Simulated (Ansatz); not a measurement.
# What LiZnF3 (model cell, started as cubic perovskite with Zn in the octahedra) distorts into

Which phase does LiZnF3 (model cell, started as cubic perovskite with Zn in the octahedra) fall into along its unstable mode, and how much energy does it gain?

Method: DFT PBEsol, scalar-relativistic, plane waves, PAW; PAW set soft_1, in Ansatz 0.2.0.

Report form: the programs' logs are mostly left out.

The structure was built from a prototype and need not be the compound's stable phase.

### 1. The starting structure

Symmetry: Pm-3m, No. 221, cubic system. Conventional cell: a = 3.968 Å, b = 3.968 Å, c = 3.968 Å, α = 90.00°, β = 90.00°, γ = 90.00°. Li has 12 F at 2.81 Å nearest. Nearest to Zn lie 6 F at 1.98 Å. Nearest to F lie 2 Zn at 1.98 Å. Farther neighbours and most contacts between anions are not listed.

### 2. Response at finite wavevector

The cell comes from relaxations at this level that are not shown. Stability and thermal properties need the whole zone. Linear response on a 4×4×4 q mesh gives force constants as far as a supercell of that size would, and the tensors from the zone-centre run are typed in so that the long-range dipole term is interpolated apart.

Contents of input.yaml:

```yaml
crystal:
  lattice:
    - [3.9677040432, 0.0, 0.0]
    - [0.0, 3.9677040432, 0.0]
    - [0.0, 0.0, 3.9677040432]
  atoms:
    - { symbol: Li, position: [0.0, 0.0, 0.0] }
    - { symbol: Zn, position: [0.5, 0.5, 0.5] }
    - { symbol: F, position: [0.5, 0.5, 0.0] }
    - { symbol: F, position: [0.5, 0.0, 0.5] }
    - { symbol: F, position: [0.0, 0.5, 0.5] }
kpoints:
  mp_grid: { grid: [8, 8, 8] }
hamiltonian:
  xc: pbesol
  pseudopotentials: { kind: paw, azcp: { folder: soft_1 }, xc_functional: pbe }
scf:
  occupations: { method: fixed }
output:
  eigenvalues: true
phonons:
  method: dfpt
  qmesh: [4, 4, 4]
  temperatures: { t_max: 1000, t_step: 50 }
  qpath:
    path:
      - [[0.0, 0.0, 0.0], [0.0, 0.5, 0.0], [0.5, 0.5, 0.0], [0.0, 0.0, 0.0], [0.5, 0.5, 0.5], [0.0, 0.5, 0.0]]
      - [[0.5, 0.5, 0.5], [0.5, 0.5, 0.0]]
    npoints: 10
  non_analytic_term:
    high_frequency_dielectric_tensor: [[2.29, 0.0, 0.0], [0.0, 2.29, 0.0], [0.0, 0.0, 2.29]]
    born_effective_charges:
      - { species: Li, tensor: [[1.2076, 0.0, 0.0], [0.0, 1.2076, 0.0], [0.0, 0.0, 1.2076]] }
      - { species: Zn, tensor: [[2.2074, 0.0, 0.0], [0.0, 2.2074, 0.0], [0.0, 0.0, 2.2074]] }
      - { species: F, tensor: [[-0.8576, 0.0, 0.0], [0.0, -0.8576, 0.0], [0.0, 0.0, -1.6999]] }
      - { species: F, tensor: [[-0.8576, 0.0, 0.0], [0.0, -1.6999, 0.0], [0.0, 0.0, -0.8576]] }
      - { species: F, tensor: [[-1.6999, 0.0, 0.0], [0.0, -0.8576, 0.0], [0.0, 0.0, -0.8576]] }
    source: "zone-centre run at this cell"
```

Run with:

```
$ ansatz run input.yaml --threads 4 --pin off --max-ram 16384MiB --backend cpu --events-out ev --progress --plain --runs-dir out
```

Elapsed: 6.4 min, on 4 threads of Intel Xeon Platinum 8375C at 2.90GHz (Ice Lake), shared host; peak memory 2 GiB; 24 min of CPU time.

Numbers from this step:

```yaml
gap_on_the_k_mesh: 3.080 eV
volume_per_atom: 12.49 Å³
sum_rule_residual_before_enforcement: 2.63e-4 eV/Å²
lowest_frequency_on_the_path: -231.1 cm⁻¹
point_group: m-3m
highest_frequency_on_the_path_or_at_a_solved_wavevector: 578.8 cm⁻¹
highest_optical_mode_at_the_zone_centre_no_lo_to_term: 489.0 cm⁻¹
lowest_optical_zone_centre_mode: -231.1 cm⁻¹
lowest_mode_on_the_q_mesh_acoustic_modes_at_gamma_apart: -231.1 cm⁻¹
```

Frequencies (cm⁻¹) solved at each irreducible wavevector; negative means imaginary. Frequencies by wavevector, by row:

```csv
q in reciprocal lattice units,star,mode 1,mode 2,mode 3,mode 4,mode 13,mode 14,mode 15
0 0 0,1,-231.1,-231.1,-231.1,-40.2,489,489,489
0 0 0.25,6,-223.7,-223.7,-45.5,-45.5,487.6,487.6,549
0 0 -0.5,3,-215.3,-215.3,-58.9,-58.9,486.1,486.1,520.2
0 0.25 0.25,12,-220.2,-214.8,-118.6,-103.2,433.4,486.2,559.9
0 0.25 -0.5,12,-212.6,-204,-158.3,-122.1,405.1,484.8,548.3
0 -0.5 -0.5,3,-208.1,-208.1,-189.2,-161.1,350.4,483.6,545.7
0.25 0.25 0.25,8,-219.1,-219.1,-123.9,-116.7,431.9,431.9,572.5
0.25 0.25 -0.5,12,-218.2,-201.1,-184.2,-134.4,391.1,430.3,568.9
0.25 -0.5 -0.5,6,-212.2,-212.2,-206.7,-161.5,350.1,412.8,571.6
-0.5 -0.5 -0.5,1,-220.2,-220.2,-220.2,-161.8,349.8,349.8,578.8
```

Interpolated from a 4×4×4 q mesh, with the LO-TO term (at Γ the limit along the path; where Γ stands inside the path, tables give the limit on arrival). The phonon branches at the labelled points (cm⁻¹):

```csv
point,branch 1,branch 2,branch 3,branch 4,branch 12,branch 13,branch 14,branch 15
Γ,-231,-231,-40,-40,239,489,489,571
halfway,-224,-224,-45,-45,255,488,488,549
X,-215,-215,-59,-59,291,486,486,520
halfway,-213,-204,-158,-122,300,405,485,548
M,-208,-208,-189,-161,310,350,484,546
halfway,-220,-215,-119,-103,270,433,486,560
Γ,-231,-231,-40,-40,239,489,489,571
halfway,-219,-219,-124,-117,280,432,432,572
R,-220,-220,-220,-162,264,350,350,579
halfway,-218,-201,-184,-134,296,391,430,569
X,-215,-215,-59,-59,291,486,486,520
jump to R,-220,-220,-220,-162,264,350,350,579
halfway,-212,-212,-207,-162,294,350,413,572
M,-208,-208,-189,-161,310,350,484,546
```

Symmetry leaves 10 wavevectors to solve. The lowest mode among them, the acoustic zeros apart, lies at Γ and is imaginary, 231.1i cm⁻¹, so the energy falls along it.

### 3. The mode frozen in, largest atomic shift 0 Å

The mode followed lies at Γ with frequency 231.1i cm⁻¹ and is 3-fold degenerate, the softest among the wavevectors solved. At small amplitude the distorted cell has space group no. 99 by a symmetry search on the positions. The undistorted cell that holds it gives the zero of energy on the same k mesh.

input.yaml, the sections that differ from step 2:

```yaml
scf:
  occupations: { method: gaussian, width: 0.02 }
output:
  forces: true
  stress: true
  eigenvalues: true
# crystal, kpoints, hamiltonian: as in step 2
# phonons: removed
```

The job ended after 0.97 s (4 threads; peak memory 0.43 GiB).

Numbers from this step:

- pressure: -0.006940 GPa
- energy from the undistorted cell: 0 meV/atom

At this level the gap is 3.08 eV on the k-mesh of the self-consistent run, which can miss the band edges.

### 4. The mode frozen in, largest atomic shift 0.6 Å

The atoms are moved along the unstable eigenvector, the largest shift by 0.6 Å, with the cell fixed.

input.yaml, the sections that differ from step 3:

```yaml
crystal:
  lattice:
    - [3.9677040432, 0.0, 0.0]
    - [0.0, 3.9677040432, 0.0]
    - [0.0, 0.0, 3.9677040432]
  atoms:
    - { symbol: Li, position: [0.0, 0.1512209564, 0.0] }
    - { symbol: Zn, position: [0.5, 0.5039821102, 0.5] }
    - { symbol: F, position: [0.5, 0.4672449135, 0.0] }
    - { symbol: F, position: [0.5, -0.0034337163, 0.5] }
    - { symbol: F, position: [0.0, 0.4672449135, 0.5] }
# kpoints, hamiltonian, scf, output: as in step 3
```

Wall time 2.7 s (4 threads); peak memory 0.48 GiB.

Numbers from this step:

```
pressure                         : 0.3725 GPa
gap on the k-mesh                : 3.240 eV
energy from the undistorted cell : -50.21 meV/atom
```

The energy, extrapolated to zero smearing, is -50.21 meV/atom against the undistorted cell.

The run ends at a pressure of 0.37 GPa, with forces up to 0.51 eV/Å.

### 5. Energy along the mode, all amplitudes (two of the runs are shown above)

An imaginary frequency means negative curvature, so the energy should fall and then rise again as anharmonic terms take over.

This step gave:

```
depth at the lowest point sampled  : 50.21 meV/atom
largest atomic shift at that point : 0.6 Å
```

Table of energy from the parent by largest atomic shift:

```csv
largest atomic shift (Å),energy from the parent (meV/atom)
0.000,0
0.040,-0.276
0.080,-1.10
0.140,-3.34
0.220,-8.12
0.320,-16.7
0.450,-31.1
0.600,-50.2
```

Displacement at unit largest shift by atom:

```csv
atom,x (Å),y (Å),z (Å),size
Li1,0.00,1.00,0.00,1.00
Zn2,0.00,0.03,0.00,0.03
F3,0.00,-0.22,0.00,0.22
F4,0.00,-0.02,0.00,0.02
F5,0.00,-0.22,0.00,0.22
```

The lowest of the steps tried is the last one, at 0.6 Å, 50.2 meV/atom below the parent; the bottom of the well need not coincide with a step.

### 6. Relaxing from the distorted cell

Starting from the lowest point found, all atoms and the cell are let go, so that strain and other modes of the same symmetry can join in.

Edit input.yaml of step 4 so:

```diff
@@ -17,3 +17,3 @@
 scf:
-  occupations: { method: gaussian, width: 0.02 }
+  occupations: { method: fixed }
 output:
@@ -22 +22,6 @@
   eigenvalues: true
+relax:
+  adjacent_minimum: "off"
+  f_tol: 0.002
+  max_steps: 120
+  cell: { stress_tol: 0.03 }
```

It took 42 s on 4 threads; peak memory 0.55 GiB; 2.6 min of CPU time.

The steps of the relaxation:

```csv
step,energy less that of the first step (eV),largest force component (eV/Å),pressure (GPa),volume (Å³)
1,0.0000,0.5124,0.37,62.46
2,-0.0976,0.4448,-0.13,63.11
3,-0.1969,0.6802,0.14,62.96
4,-0.2384,0.2070,0.94,63.32
5,-0.2404,0.0755,-0.29,64.16
6,-0.2421,0.0292,-0.18,64.10
7,-0.2440,0.0059,0.08,64.09
8,-0.2434,0.0271,-0.08,64.27
9,-0.2438,0.0043,0.00,64.17
10,-0.2438,0.0021,-0.01,64.19
11,-0.2438,0.0001,0.00,64.18
12*,-0.2497,0.0002,0.16,64.18
13,-0.2493,0.0039,-0.02,64.35
14,-0.2493,0.0002,0.00,64.35
15*,-0.2497,0.0002,0.00,64.35
```

Relaxation steps marked * repeat the geometry before them on a plane-wave basis chosen anew for their cell, so energy and pressure can jump there. Relaxation step 8 was tried and not accepted.

The run keeps the 8 symmetry operations that it works with, so distortions that break them were not tested.

```csv
"conventional cell, symmetrised",before,after,change
a (Å),3.968,4.034,+1.7 %
b (Å),3.968,4.034,+1.7 %
c (Å),3.968,3.954,-0.3 %
volume (Å³/atom),12.49,12.87,+3.0 %
```

The atoms that moved most (Å, as changes of fractional coordinates times the final cell):

```csv
atom,dx,dy,dz,length
Li1,0.000,0.651,0.000,0.651
F3,0.000,-0.183,0.000,0.183
F5,0.000,-0.183,0.000,0.183
F4,0.000,-0.152,0.000,0.152
Zn2,0.000,-0.132,0.000,0.132
```

The relaxed structure:

```xyz
5
Lattice="4.0340 0.0000 0.0000 0.0000 3.9544 0.0000 0.0000 0.0000 4.0340" Properties=species:S:1:pos:R:3 pbc="T T T"
Li    0.0000    1.2490    0.0000
Zn    2.0170    1.8604    2.0170
F     2.0170    1.6644    0.0000
F     2.0170   -0.1656    2.0170
F     0.0000    1.6644    2.0170
```

This step gave:

| Property | Result |
| --- | --- |
| pressure | 0.004470 GPa |
| gap on the k-mesh | 3.361 eV |
| volume per atom | 12.87 Å³ |

The distorted start has space group P4mm; the relaxation ends in P4mm.

### 7. The new phase in its own primitive cell

The relaxed structure is symmetrised, reduced to its primitive cell and relaxed tightly, as its phonons need.

input.yaml, the sections that differ from step 6:

```yaml
crystal:
  lattice:
    - [4.0340254606, 0.0, 0.0]
    - [0.0, 4.0340254606, 0.0]
    - [0.0, 0.0, 3.9543508388]
  atoms:
    - { symbol: Li, position: [0.0, 0.0, 0.6841409516] }
    - { symbol: Zn, position: [0.5, 0.5, 0.5295243052] }
    - { symbol: F, position: [0.5, 0.0, 0.5790957429] }
    - { symbol: F, position: [0.5, 0.5, 0.0418840801] }
    - { symbol: F, position: [0.0, 0.5, 0.5790957429] }
kpoints:
  mp_grid: { grid: [6, 6, 6] }
relax:
  adjacent_minimum: "off"
  f_tol: 0.001
  max_steps: 60
  cell: { stress_tol: 0.01 }
# hamiltonian, scf, output: as in step 6
```

Elapsed: 5.4 s, on 4 threads; peak memory 0.49 GiB.

Little changed from the start: no atom moved by 0.005 Å and no cell edge by 0.1 %.

Numbers from this step:

```
pressure           : 0.002429 GPa
direct gap on mesh : 5.001 eV
```

The largest force component left is 0.56 meV/Å and the pressure is 0.002 GPa, within the tolerances set. The cell now holds 12.87 Å³/atom.

### 8. Modes of the new phase, k-mesh 6×6×6

A relaxed structure may still be a saddle point, so its zone-centre modes are computed. The response to a homogeneous field gives the Born charges and the dielectric tensor.

input.yaml, the sections that differ from step 7:

```yaml
crystal:
  lattice:
    - [4.0341215793, 0.0, 0.0]
    - [0.0, 4.0341215793, 0.0]
    - [0.0, 0.0, 3.954287898]
  atoms:
    - { symbol: Li, position: [0.0, 0.0, 0.6841113602] }
    - { symbol: Zn, position: [0.5, 0.5, 0.5295397438] }
    - { symbol: F, position: [0.5, 0.0, 0.5790955284] }
    - { symbol: F, position: [0.5, 0.5, 0.041898662] }
    - { symbol: F, position: [0.0, 0.5, 0.5790955284] }
output:
  eigenvalues: true
phonons:
  method: dfpt
  dielectric: true
  rigid_motions: translations
# kpoints, hamiltonian, scf: as in step 7
# relax: removed
```

Elapsed: 43 s, on 4 threads; peak memory 0.98 GiB; 2.6 min of CPU time.

Numbers from this step:

```
sum-rule residual before enforcement                    : 3.18e-4 eV/Å²
miss of the charge sum rule                             : 4.35e-5 e
point group                                             : 4mm
highest optical mode at the zone centre (no LO-TO term) : 479.5 cm⁻¹
lowest optical zone-centre mode                         : 101.7 cm⁻¹
mean high-frequency dielectric constant                 : 2.184
largest Born charge (third of the trace)                : 2.239 e
mean static dielectric constant                         : 11.23
top of the zone-centre spectrum with the field          : 562.8 cm⁻¹
```

Without the LO-TO term. Patterns of degenerate modes are one choice out of their space. Modes at Γ, with each element's share of the kinetic energy:

```csv
mode,frequency (cm⁻¹),symmetry,Li %,Zn %,F %
1,0.0,acoustic,5,51,44
2,0.0,acoustic,5,51,44
3,0.0,acoustic,5,51,44
4,101.7,E,4,2,94
5,101.7,E,4,2,94
6,111.6,A1,55,25,20
7,159.3,E,12,21,67
8,159.3,E,12,21,67
9,159.7,B1,0,0,100
10,224.6,A1,39,12,49
11,262.0,E,78,17,4
12,262.0,E,78,17,4
13,435.8,E,0,9,91
14,435.8,E,0,9,91
15,479.5,A1,0,12,88
```

Displacements in mode 4 (101.7 cm⁻¹), the largest set to 1:
```
Li1  0.01 -0.39  0.00
Zn2  0.00 -0.10  0.00
F3   0.01  0.03  0.00
F4  -0.02  1.00  0.00
F5   0.00 -0.55  0.00
```

Displacements in mode 15 (479.5 cm⁻¹), the largest set to 1:
```
Li1  0.00  0.00  0.06
Zn2  0.00  0.00 -0.21
F3   0.00  0.00 -0.15
F4   0.00  0.00  1.00
F5   0.00  0.00 -0.15
```

Optical modes at the zone centre, without and with the macroscopic field of the longitudinal modes; each column is sorted by frequency, so a row need not hold one and the same mode. Modes with and without the field, by row:

```csv
rank among optical modes,no field (cm⁻¹),"q along (1, 0, 0) (cm⁻¹)","q along (0, 0, 1) (cm⁻¹)"
1,101.7,101.7,101.7
2,101.7,108.7,101.7
3,111.6,111.6,112.8
4,159.3,159.3,159.3
5,159.3,159.7,159.3
6,159.7,224.6,159.7
7,224.6,236.5,262
8,262,262,262
9,262,331.9,324.2
10,435.8,435.8,435.8
11,435.8,479.5,435.8
12,479.5,541.6,562.8
```

Born charge (rows field, columns displacement) (e), principal values of the symmetric part by kind of site:

```csv
atom,atoms with these values,low,middle,high,mean
Li1,1,0.86,1.19,1.19,1.08
Zn2,1,2.20,2.20,2.33,2.24
F3,2,-1.69,-0.94,-0.71,-1.11
F4,1,-1.77,-0.76,-0.76,-1.09
```

In full for F4:

```
-0.76  0.00  0.00
 0.00 -0.76  0.00
 0.00  0.00 -1.77
```

High-frequency dielectric tensor:

```
2.18 0.00 0.00
0.00 2.18 0.00
0.00 0.00 2.19
```

Static dielectric tensor (ions relaxed, fixed cell):

```
13.64  0.00  0.00
 0.00 13.64  0.00
 0.00  0.00  6.41
```

Transverse modes. Infrared lines, with heights relative to the strongest:

```csv
position (cm⁻¹),relative intensity
102,14
112,0.5
159,100
160,0.0
225,46
262,25
436,62
480,34
```

Before it was imposed, the acoustic sum rule was missed by 3.2e-4 eV/Å² and the charge sum rule by 4.3e-5 e. Small misses are needed for a sound result but don't prove that mesh and cutoff are converged. The lowest optical mode is real, 102 cm⁻¹.

### 9. What came out

| Item | Value |
| --- | --- |
| unstable mode of the parent | q = (0, 0, 0), 231i cm⁻¹ |
| depth at the lowest point sampled | 50.2 meV/atom |
| largest atomic shift at that point | 0.6 Å |
| space group reached (within 0.01 Å) | P4mm |
| energy gained over the parent (first relaxation, on the mesh of the frozen mode) | 100 meV/atom |
| volume per atom, phase reached | 12.9 Å³ |
| gap on the k-mesh, phase reached | 3.36 eV |
| lowest optical zone-centre mode, phase reached | 102 cm⁻¹ |
| highest optical mode at the zone centre (no LO-TO term), phase reached | 480 cm⁻¹ |

Along this mode the structure falls into P4mm, 100 meV/atom below the parent. At the parent's cell the well is 50.21 meV/atom deep on the steps tried, with its lowest point at a shift of 0.6 Å. That is the last step tried, so the steps alone don't bracket the bottom of the well. Relaxing atoms and cell changes the gain by +49.95 meV/atom against the lowest step (energies at zero smearing). The new phase has no imaginary mode at the zone centre of its cell; other wavevectors were not checked. Of the 6 patterns followed to their end from this parent, this one ends 91.7 meV/atom above the lowest, Imma. Each path keeps the symmetry of its pattern, so a lower phase may lie along a pattern not tried. The PAW files were made for PBE and serve the other functionals too. The starting cell was built on a prototype and not taken from a measurement, so the phase need not exist.

[Logs are printed without paths, hosts, clocks, repeated set-up lines and the standing remarks that a program may print on its own settings, such as how far it seeks lower states.]

[Hosts, paths, dates, database ids (printed as entryN), source tags and the programs' standing remarks are cut or masked in the printed files.]
